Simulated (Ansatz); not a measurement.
# Cl on Cu(100): change of the work function

Wanted: Δφ(θ) for Cl/Cu(100), starting from the hollow site.

Method: plane-wave DFT, PBE, Ansatz PAW, in Ansatz 0.2.0.

### Step 1. The starting structure

The cell holds 4 atoms: 4 Cu. Cell: a = 2.553 Å, b = 2.553 Å, c = 23.415 Å, α = 90.0°, β = 90.0°, γ = 90.0°. Vacuum lies along c.

### Step 2. The clean slab

The bare slab comes first, as the zero from which every change is counted. The two lowest layers are held at bulk places and the upper ones relax. The dipole correction removes the false field that a one-sided slab makes across the periodic vacuum, so each face gets a flat vacuum level of its own.

Contents of input.yaml:

```yaml
crystal:
  lattice:
    - [2.5526554801, 0.0, 0.0]
    - [0.0, 2.5526554801, 0.0]
    - [0.0, 0.0, 23.415]
  atoms:
    - { symbol: Cu, position: [0.5, 0.5, 0.3843689942] }
    - { symbol: Cu, position: [0.0, 0.0, 0.4614563314] }
    - { symbol: Cu, position: [0.5, 0.5, 0.5385436686] }
    - { symbol: Cu, position: [0.0, 0.0, 0.6156310058] }
kpoints:
  mp_grid: { grid: [12, 12, 1] }
hamiltonian:
  xc: pbe
scf:
  occupations: { method: fermi_dirac, width: 0.1 }
  convergence: { dr2_threshold: 1.0e-08 }
efield:
  axis: 3
  dipole_correction: true
  ramp_position: 0.97
  ramp_width: 0.06
relax:
  f_tol: 0.02
  max_steps: 60
  constraints: [{ sites: [0, 1] }]
output:
  write_potential: true
  write_density: true
  volumetric_format: npy
```

The run is started by

```
$ ansatz run input.yaml --threads 4 --pin off --max-ram 6144MiB --backend cpu --events-out ev --progress --plain --runs-dir out
```

Numbers of over 12 decimals in the logs are rounded to 6 here.

The log of the run:

```text
Engine: ansatz 0.2.0, x86_64-unknown-linux-gnu
Pseudopotentials: kind: paw
Pseudopotential: Cu, paw, valence charge 19, recommended cutoff 420 eV (normal), Cu.paw.azcp
Functional definition: PBE
  parameter kappa = 0.804
  parameter beta = 0.066725
  exchange = pbe_x(kappa = kappa, mu = beta*pi^2/3)
  correlation = pbe_c(beta = beta)
Crystal: 4 atoms, lattice volume = 152.573 Å³
Basis set: ecut = 420 eV, 3011 PW (Γ), exchange–correlation on 36×36×320 points (8 copies of the dense FFT grid, shifted against one another)
Bands: 46, of which v1, the nominal top of the filled ones, is band 38 counted from 1 (37 counted from 0)
Symmetry: 8 space group operations
k-points: 28 of 144
Non-local potential: Cu, projectors of the file, l = 0: 3, l = 1: 2, l = 2: 3, l = 3: 1
PAW form: soft (Blöchl's): semilocal exchange-correlation on the pseudo side does not see the compensation charge
PAW one-centre angular grid: Cu, 590 points (default); XC on 64 Gauss nodes
Initial density: superposition of atomic densities (neutral atoms: chi_scale 0, normalization atom), corrected by the library's trained network
Initial wavefunctions: pseudopotential atomic-orbital guess
Functional: x = pbe(κ = 0.804, μ = 0.219515), c = pbe(β = 0.066725)
SCF iter   1: F=—  HF=-26499.487320 eV  |F-HF|=—  |Δ(HF+E_count)|=         —  Δρ=1.44e-3  dr2=1.11e-2  ethr=1.77e-3  p=0.000 e·Å  D=5.79e-14 V/Å  ΔV_dip=-0.00 eV  dr2_dipole=9.35e-9  V_vac-E_F(+/−)=4.49/4.49 eV  ⟨swp⟩=8.7  Hψ=5648  notcnv=0  defer=4
efield: sawtooth ramp at fractional position 0.9700 (set: `efield.ramp_position`, or a place that a band, a saddle search or an elastic batch's reference lends), width 0.0600; the density the first Hamiltonian is built on has a dipole p = 0.000 e·Å; the dipole correction subtracts the counter field D = 5.79e-14 V/Å, which shifts the + side's vacuum level by -0.00 eV against the − side's; the planar-averaged density in the ramp window peaks in size at 3.2e-5 e/Å³
preconditioner: auto → LDOS  [metal: Δε(μ)=0.060 eV  Ē_g=8.062 eV  σ=0.100 eV  W_gap=0.15  n_scr=18 (ndim 8)  ℏωp=19.9 eV  f_vac=0.639  D(μ)=1.29/eV (n_scr^D=8)  β→1.0]
SCF iter   2: F=—  HF=-26499.492243 eV  |F-HF|=—  |Δ(HF+E_count)|=   4.92e-3  Δρ=1.83e-3  dr2=4.23e-3  ethr=1.46e-5  p=-0.000 e·Å  D=-6.14e-6 V/Å  ΔV_dip=0.00 eV  dr2_dipole=9.00e-8  V_vac-E_F(+/−)=4.58/4.58 eV  ⟨swp⟩=2.9  Hψ=2867  notcnv=0  defer=39
SCF iter   3: F=—  HF=-26499.491945 eV  |F-HF|=—  |Δ(HF+E_count)|=   2.98e-4  Δρ=1.46e-3  dr2=1.64e-3  ethr=5.57e-6  p=-0.000 e·Å  D=-3.99e-5 V/Å  ΔV_dip=0.00 eV  dr2_dipole=2.09e-7  V_vac-E_F(+/−)=4.57/4.57 eV  ⟨swp⟩=2.5  Hψ=2210  notcnv=0  defer=39
SCF iter   4: F=—  HF=-26499.491523 eV  |F-HF|=—  |Δ(HF+E_count)|=   4.22e-4  Δρ=1.91e-4  dr2=1.24e-4  ethr=2.16e-6  p=0.000 e·Å  D=2.29e-5 V/Å  ΔV_dip=-0.00 eV  dr2_dipole=3.74e-9  V_vac-E_F(+/−)=4.57/4.57 eV  ⟨swp⟩=2.0  Hψ=1832  notcnv=0  defer=39
SCF iter   5: F=—  HF=-26499.491528 eV  |F-HF|=—  |Δ(HF+E_count)|=   4.89e-6  Δρ=1.10e-4  dr2=2.44e-5  ethr=1.63e-7  p=-0.000 e·Å  D=-1.13e-5 V/Å  ΔV_dip=0.00 eV  dr2_dipole=1.49e-9  V_vac-E_F(+/−)=4.58/4.58 eV  ⟨swp⟩=2.1  Hψ=1761  notcnv=0  defer=39
SCF iter   6: F=—  HF=-26499.491522 eV  |F-HF|=—  |Δ(HF+E_count)|=   6.16e-6  Δρ=1.05e-4  dr2=1.04e-5  ethr=3.21e-8  p=0.000 e·Å  D=2.18e-5 V/Å  ΔV_dip=-0.00 eV  dr2_dipole=1.22e-8  V_vac-E_F(+/−)=4.58/4.58 eV  ⟨swp⟩=2.0  Hψ=1843  notcnv=0  defer=39
SCF iter   7: F=—  HF=-26499.491512 eV  |F-HF|=—  |Δ(HF+E_count)|=   1.00e-5  Δρ=2.78e-5  dr2=8.10e-7  ethr=1.37e-8  p=0.000 e·Å  D=4.92e-6 V/Å  ΔV_dip=-0.00 eV  dr2_dipole=2.22e-11  V_vac-E_F(+/−)=4.58/4.58 eV  ⟨swp⟩=2.1  Hψ=1730  notcnv=0  defer=39
SCF iter   8: F=—  HF=-26499.491526 eV  |F-HF|=—  |Δ(HF+E_count)|=   1.46e-5  Δρ=2.01e-5  dr2=4.10e-7  ethr=1.07e-9  p=0.000 e·Å  D=3.53e-6 V/Å  ΔV_dip=-0.00 eV  dr2_dipole=2.40e-9  V_vac-E_F(+/−)=4.58/4.58 eV  ⟨swp⟩=2.0  Hψ=1851  notcnv=0  defer=39
SCF iter   9: F=—  HF=-26499.491526 eV  |F-HF|=—  |Δ(HF+E_count)|=   1.27e-7  Δρ=8.58e-6  dr2=8.09e-8  ethr=5.39e-10  p=0.000 e·Å  D=5.29e-7 V/Å  ΔV_dip=-0.00 eV  dr2_dipole=3.77e-10  V_vac-E_F(+/−)=4.58/4.58 eV  ⟨swp⟩=2.0  Hψ=1812  notcnv=0  defer=39
SCF iter  10: F=-26499.491526 eV  HF=-26499.491526 eV  |F-HF|=5.54e-8  |Δ(HF+E_count)|=   3.79e-8  Δρ=1.15e-6  dr2=1.63e-9  ethr=1.32e-11  p=0.000 e·Å  D=2.43e-7 V/Å  ΔV_dip=-0.00 eV  dr2_dipole=8.16e-12  V_vac-E_F(+/−)=4.58/4.58 eV  ⟨swp⟩=8.1  Hψ=9207  notcnv=0
SCF 1 converged in 10 iterations: F = -26499.491526 eV  dr2 = 1.63e-9
  greatest PAW one-centre occupation: 1.000 electrons in one spin orbital (limit 2), on the Cu atom at site 3 (counted from 0), in its partial waves of l = 0
relax step   1: F+E_penalty+E_count = -26499.49152650 eV  Δ(F+E_penalty+E_count) = +0.000e0 eV  max|allowed force component| = 2.181e-1 eV/Å  Δτ_max = 0.0000 Å  (10 SCF iters, accepted)
Initial density: handed on by an earlier stage of this run
Initial wavefunctions: those handed on with the density
iter 1 solved again at ethr=4.94e-7 eV; its pass at ethr=3.10e-3 eV (dr2=3.76e-4 eV) is discarded
SCF iter   1: F=—  HF=-26499.493645 eV  |F-HF|=—  |Δ(HF+E_count)|=         —  Δρ=7.18e-4  dr2=3.81e-4  ethr=4.94e-7  p=0.000 e·Å  D=6.51e-7 V/Å  ΔV_dip=-0.00 eV  dr2_dipole=5.33e-7  V_vac-E_F(+/−)=4.58/4.58 eV  ⟨swp⟩=2.8  Hψ=4247  notcnv=0  defer=52
efield: sawtooth ramp at fractional position 0.9700 (set: `efield.ramp_position`, or a place that a band, a saddle search or an elastic batch's reference lends), width 0.0600; the density the first Hamiltonian is built on has a dipole p = 0.000 e·Å; the dipole correction subtracts the counter field D = 6.51e-7 V/Å, which shifts the + side's vacuum level by -0.00 eV against the − side's; the planar-averaged density in the ramp window peaks in size at 2.3e-5 e/Å³
preconditioner: auto → LDOS  [metal: Δε(μ)=0.090 eV  Ē_g=8.129 eV  σ=0.100 eV  W_gap=0.22  n_scr=18 (ndim 8)  ℏωp=19.9 eV  f_vac=0.638  D(μ)=1.28/eV (n_scr^D=8)  β→1.0]
SCF iter   2: F=—  HF=-26499.493463 eV  |F-HF|=—  |Δ(HF+E_count)|=   1.81e-4  Δρ=1.93e-4  dr2=8.92e-5  ethr=4.94e-7  p=0.000 e·Å  D=2.69e-4 V/Å  ΔV_dip=-0.01 eV  dr2_dipole=1.27e-5  V_vac-E_F(+/−)=4.58/4.58 eV  ⟨swp⟩=2.1  Hψ=2198  notcnv=0  defer=52
SCF iter   3: F=—  HF=-26499.493459 eV  |F-HF|=—  |Δ(HF+E_count)|=   4.11e-6  Δρ=1.84e-4  dr2=3.53e-5  ethr=1.17e-7  p=0.000 e·Å  D=1.03e-4 V/Å  ΔV_dip=-0.00 eV  dr2_dipole=5.88e-7  V_vac-E_F(+/−)=4.58/4.58 eV  ⟨swp⟩=2.0  Hψ=1859  notcnv=0  defer=52
SCF iter   4: F=—  HF=-26499.493454 eV  |F-HF|=—  |Δ(HF+E_count)|=   5.56e-6  Δρ=9.12e-5  dr2=8.65e-6  ethr=4.64e-8  p=0.000 e·Å  D=1.63e-4 V/Å  ΔV_dip=-0.00 eV  dr2_dipole=1.04e-7  V_vac-E_F(+/−)=4.58/4.58 eV  ⟨swp⟩=2.0  Hψ=1849  notcnv=0  defer=52
SCF iter   5: F=—  HF=-26499.493458 eV  |F-HF|=—  |Δ(HF+E_count)|=   4.49e-6  Δρ=2.20e-5  dr2=5.03e-7  ethr=1.14e-8  p=0.000 e·Å  D=1.56e-4 V/Å  ΔV_dip=-0.00 eV  dr2_dipole=1.16e-8  V_vac-E_F(+/−)=4.58/4.58 eV  ⟨swp⟩=2.0  Hψ=1786  notcnv=0  defer=52
SCF iter   6: F=—  HF=-26499.493458 eV  |F-HF|=—  |Δ(HF+E_count)|=   2.31e-7  Δρ=1.23e-5  dr2=1.50e-7  ethr=6.62e-10  p=0.000 e·Å  D=1.63e-4 V/Å  ΔV_dip=-0.00 eV  dr2_dipole=2.73e-9  V_vac-E_F(+/−)=4.58/4.58 eV  ⟨swp⟩=2.0  Hψ=1850  notcnv=0  defer=52
SCF iter   7: F=-26499.493458 eV  HF=-26499.493458 eV  |F-HF|=7.93e-9  |Δ(HF+E_count)|=   8.21e-8  Δρ=2.24e-6  dr2=5.35e-9  ethr=1.32e-11  p=0.000 e·Å  D=1.65e-4 V/Å  ΔV_dip=-0.00 eV  dr2_dipole=6.31e-12  V_vac-E_F(+/−)=4.58/4.58 eV  ⟨swp⟩=8.2  Hψ=9392  notcnv=0
SCF 2 converged in 7 iterations: F = -26499.493458 eV  dr2 = 5.35e-9
  greatest PAW one-centre occupation: 1.000 electrons in one spin orbital (limit 2), on the Cu atom at site 0 (counted from 0), in its partial waves of l = 0
relax step   2: F+E_penalty+E_count = -26499.49345845 eV  Δ(F+E_penalty+E_count) = -1.932e-3 eV  max|allowed force component| = 1.395e-1 eV/Å  Δτ_max = 0.0117 Å  (7 SCF iters, accepted)
SCF iter   1: F=—  HF=-26499.495289 eV  |F-HF|=—  |Δ(HF+E_count)|=         —  Δρ=1.19e-3  dr2=9.92e-4  ethr=1.36e-5  p=0.000 e·Å  D=1.65e-4 V/Å  ΔV_dip=-0.00 eV  dr2_dipole=3.15e-9  V_vac-E_F(+/−)=4.58/4.58 eV  ⟨swp⟩=3.2  Hψ=3121  notcnv=0  defer=52
efield: sawtooth ramp at fractional position 0.9700 (set: `efield.ramp_position`, or a place that a band, a saddle search or an elastic batch's reference lends), width 0.0600; the density the first Hamiltonian is built on has a dipole p = 0.000 e·Å; the dipole correction subtracts the counter field D = 1.65e-4 V/Å, which shifts the + side's vacuum level by -0.00 eV against the − side's; the planar-averaged density in the ramp window peaks in size at 2.2e-5 e/Å³
preconditioner: auto → LDOS  [metal: Δε(μ)=0.088 eV  Ē_g=8.129 eV  σ=0.100 eV  W_gap=0.21  n_scr=18 (ndim 8)  ℏωp=19.9 eV  f_vac=0.638  D(μ)=1.29/eV (n_scr^D=8)  β→1.0]
SCF iter   2: F=—  HF=-26499.494821 eV  |F-HF|=—  |Δ(HF+E_count)|=   4.68e-4  Δρ=3.85e-4  dr2=2.55e-4  ethr=1.31e-6  p=0.000 e·Å  D=5.86e-4 V/Å  ΔV_dip=-0.01 eV  dr2_dipole=3.47e-5  V_vac-E_F(+/−)=4.57/4.58 eV  ⟨swp⟩=2.0  Hψ=2546  notcnv=0  defer=52
SCF iter   3: F=—  HF=-26499.494792 eV  |F-HF|=—  |Δ(HF+E_count)|=   2.89e-5  Δρ=4.05e-4  dr2=1.71e-4  ethr=3.36e-7  p=0.000 e·Å  D=4.58e-4 V/Å  ΔV_dip=-0.01 eV  dr2_dipole=3.20e-6  V_vac-E_F(+/−)=4.57/4.58 eV  ⟨swp⟩=2.2  Hψ=2080  notcnv=0  defer=52
SCF iter   4: F=—  HF=-26499.494770 eV  |F-HF|=—  |Δ(HF+E_count)|=   2.21e-5  Δρ=6.85e-5  dr2=6.36e-6  ethr=2.25e-7  p=0.000 e·Å  D=4.56e-4 V/Å  ΔV_dip=-0.01 eV  dr2_dipole=2.49e-7  V_vac-E_F(+/−)=4.57/4.58 eV  ⟨swp⟩=2.0  Hψ=1803  notcnv=0  defer=52
SCF iter   5: F=—  HF=-26499.494796 eV  |F-HF|=—  |Δ(HF+E_count)|=   2.60e-5  Δρ=2.59e-5  dr2=9.68e-7  ethr=8.37e-9  p=0.000 e·Å  D=4.76e-4 V/Å  ΔV_dip=-0.01 eV  dr2_dipole=9.10e-8  V_vac-E_F(+/−)=4.57/4.58 eV  ⟨swp⟩=2.9  Hψ=1992  notcnv=0  defer=52
SCF iter   6: F=—  HF=-26499.494796 eV  |F-HF|=—  |Δ(HF+E_count)|=   1.95e-7  Δρ=7.49e-6  dr2=6.43e-8  ethr=1.27e-9  p=0.000 e·Å  D=4.75e-4 V/Å  ΔV_dip=-0.01 eV  dr2_dipole=4.68e-9  V_vac-E_F(+/−)=4.57/4.58 eV  ⟨swp⟩=2.0  Hψ=1717  notcnv=0  defer=52
SCF iter   7: F=—  HF=-26499.494796 eV  |F-HF|=—  |Δ(HF+E_count)|=   2.24e-7  Δρ=3.81e-6  dr2=1.47e-8  ethr=1.32e-11  p=0.000 e·Å  D=4.89e-4 V/Å  ΔV_dip=-0.01 eV  dr2_dipole=1.13e-10  V_vac-E_F(+/−)=4.57/4.58 eV  ⟨swp⟩=9.8  Hψ=8995  notcnv=0
SCF iter   8: F=—  HF=-26499.494796 eV  |F-HF|=—  |Δ(HF+E_count)|=   7.59e-8  Δρ=3.61e-6  dr2=1.52e-8  ethr=1.32e-11  p=0.000 e·Å  D=4.94e-4 V/Å  ΔV_dip=-0.01 eV  dr2_dipole=3.72e-10  V_vac-E_F(+/−)=4.57/4.58 eV  ⟨swp⟩=9.1  Hψ=8386  notcnv=0
SCF iter   9: F=-26499.494796 eV  HF=-26499.494796 eV  |F-HF|=1.20e-9  |Δ(HF+E_count)|=   1.28e-8  Δρ=1.23e-6  dr2=2.58e-9  ethr=1.32e-11  p=0.000 e·Å  D=4.96e-4 V/Å  ΔV_dip=-0.01 eV  dr2_dipole=1.01e-10  V_vac-E_F(+/−)=4.57/4.58 eV  ⟨swp⟩=6.8  Hψ=8432  notcnv=0
SCF 3 converged in 9 iterations: F = -26499.494796 eV  dr2 = 2.58e-9
relax step   3: F+E_penalty+E_count = -26499.49479638 eV  Δ(F+E_penalty+E_count) = -1.338e-3 eV  max|allowed force component| = 2.096e-3 eV/Å  Δτ_max = 0.0196 Å  (9 SCF iters, accepted)
NSCF: frozen V_eff on 28 k-points
the band table was solved once a step of the walk had ended and its energy, with any forces and stress, was formed, with the checks that follow a solve (6803 applications of the Hamiltonian). They found nothing against the state; the energy, forces and stress were not computed again (output.eigenvalues in the input reference)
WARN: The output density's exchange-correlation potential varies sharply where the density is thin. Do not read a vacuum level from v_tot or v_xc, or from such a field of the output density. On a cell that repeats whose density bears no net charge and no dipole along the vacuum's axis use v_es (v_loc + v_h of the components); under efield.dipole_correction with no amplitude use v_es + v_field, which holds any externa [...]
SCF converged after 9 iterations
Free energy (F): -26499.494796 eV
Harris-Foulkes:  -26499.494796 eV  (|F-HF|=1.20e-9)
Internal energy: -26499.450325 eV  (E = F + TS)
E sigma→0 (E₀):  -26499.472561 eV
Entropy (-TS):   -0.044472 eV (-11.118 meV/atom)
Fermi energy:    2.077824 eV
Dipole field:    D = 0.000480 V/Å  (p = 0.000405 e·Å, saw-weighted, corrected)
Work function:   Φ+ = 4.5707 eV   Φ− = 4.5819 eV
Levels:          The Fermi level and band energies are counted from a zero that moves with the ramp; work functions are not
--- Per-component energies (eV) ---
  E_band       = -2536.166482
  E_kinetic    = 1198.309529
  E_local      = -168854.319009  (includes V_loc(G=0)·N_el)
  E_nonlocal   = 1567.140430
  E_hartree    = 82915.851882
  E_xc         = -355.051920
  E_vxc        = -457.887175  (∫ρ·V_xc dr)
  E_paw        = -6658.907342  (= ΣΔE_a)
  E_vpaw       = -1821.114879  (= ΣTr[D̂ρ^β])
  E_aug_tail   = 0.001125  (compensation charges beyond the density's cutoff)
  E_efield     = 0.000000  (sawtooth field / dipole correction)
  E_vefield    = -0.000313  (∫n·V_field dr)
  E_ewald      = 63687.524979
  E_smearing   = -0.044472  (= −TS)
  E_closure    = -0.000000  (closes the sum)
  Σ components = -26499.494796   (vs F -26499.494796, Δ=0.00e0)
--- Forces (eV/Å), atoms counted from 1 ---
  atom   1  Cu     0.00000000     0.00000000     0.10441412
  atom   2  Cu    -0.00000000     0.00000000    -0.10661308
  atom   3  Cu     0.00000000     0.00000000     0.00010998
  atom   4  Cu    -0.00000000     0.00000000     0.00209610
  max |Σ_I F_I| component: 7.12e-6 eV/Å
--- Band table (eV; the first three rows and the last of 28) ---
  k-point 0: bands = [... 34 lower, 0.3997, 0.6183, 0.6474, 0.6474, 0.6479, 1.6164, 3.1949, 6.4525, ... 4 higher]
  k-point 1: bands = [... 34 lower, 0.4671, 0.5052, 0.5494, 0.6055, 0.6780, 1.9009, 3.5303, 6.6065, ... 4 higher]
  k-point 2: bands = [... 34 lower, 0.4625, 0.4862, 0.5546, 0.6159, 0.6727, 2.5350, 4.3478, 7.0666, ... 4 higher]
  k-point 27: bands = [... 34 lower, 1.0039, 1.0231, 4.5597, 4.5597, 6.7457, 6.7457, 9.5125, 9.5174, ... 4 higher]
--- Relaxed structure (3 steps of the walk, 3 accepted, 0 SCFs on fresh bases) ---
  F+E_penalty+E_count = -26499.49479638 eV   max|allowed force component| = 2.096e-3 eV/Å
  atoms:
    - { symbol: Cu, position: [0.5, 0.5, 0.384369] }
    - { symbol: Cu, position: [0.0, 0.0, 0.461456] }
    - { symbol: Cu, position: [0.5, 0.5, 0.539882] }
    - { symbol: Cu, position: [0, 0.0, 0.615758] }
```

Elapsed: 4.5 s, on 4 threads of AMD EPYC 9R45, shared host; peak memory 0.58 GiB.

Relaxation path:

```
step  energy less that of the first step (eV)  largest force component (eV/Å)
   1                                   0.0000                          0.2181
   2                                  -0.0019                          0.1395
   3                                  -0.0033                          0.0021
```

Forces are held to the 8 operations that the run works with; a distortion that breaks them can't arise in this run.

The atoms that moved most (Å):

```
atom     dx     dy     dz  length
 Cu3  0.000  0.000  0.031   0.031
```

The relaxed structure:

```xyz
4
Lattice="2.5527 0.0000 0.0000 0.0000 2.5527 0.0000 0.0000 0.0000 23.4150" Properties=species:S:1:pos:R:3
Cu    1.2763    1.2763    9.0000
Cu    0.0000    0.0000   10.8050
Cu    1.2763    1.2763   12.6413
Cu    0.0000    0.0000   14.4180
```

Numbers from this step:

```yaml
energy_at_zero_smearing: -26499.4726 eV
work_function_upper_face: 4.571 eV
dipole_along_the_normal: 4.05e-4 e·Å
```

Running mean over 1.805 Å of the planar mean; the ramp of the sawtooth is left out. The electron's electrostatic potential energy less the Fermi level by z:

```
z (Å)  electron's electrostatic potential energy less the Fermi level (eV)
  3.0                                                                 4.58
  3.5                                                                 4.58
  4.0                                                                 4.58
  4.5                                                                 4.58
  5.0                                                                 4.58
  5.5                                                                 4.57
  6.0                                                                 4.54
  6.5                                                                 4.45
  7.0                                                                 4.10
  7.5                                                                 2.70
  8.0                                                                -1.44
  8.5                                                                -6.20
  9.0                                                                -8.30
  9.5                                                                -8.63
 10.0                                                                -8.72
 10.5                                                                -8.78
 11.0                                                                -8.72
 11.5                                                                -8.54
 12.0                                                                -8.55
 12.5                                                                -8.77
 13.0                                                                -8.94
 13.5                                                                -9.00
 14.0                                                                -8.80
 14.5                                                                -8.20
 15.0                                                                -5.53
 15.5                                                               -0.619
 16.0                                                                 3.08
 16.5                                                                 4.18
 17.0                                                                 4.46
 17.5                                                                 4.54
 18.0                                                                 4.56
 18.5                                                                 4.57
 19.0                                                                 4.57
 19.5                                                                 4.57
 20.0                                                                 4.57
```

The relaxation took 3 steps and lowered the energy by 0.0033 eV; the largest force on the free atoms ends at 0.0021 eV/Å.

The work function of the upper face is 4.57 eV.

[end of part 1 of 3]

[Logs are printed without paths, hosts, clocks, repeated set-up lines and the standing remarks that a program may print on its own settings, such as how far it seeks lower states.]

[Hosts, paths, dates, database ids (printed as entryN), source tags and the programs' standing remarks are cut or masked in the printed files.]

[Maps of the electrostatic potential energy from Ansatz leave out the sawtooth potential of an applied field or a dipole correction, so their vacuum need not be flat; planar profiles and work functions include it.]
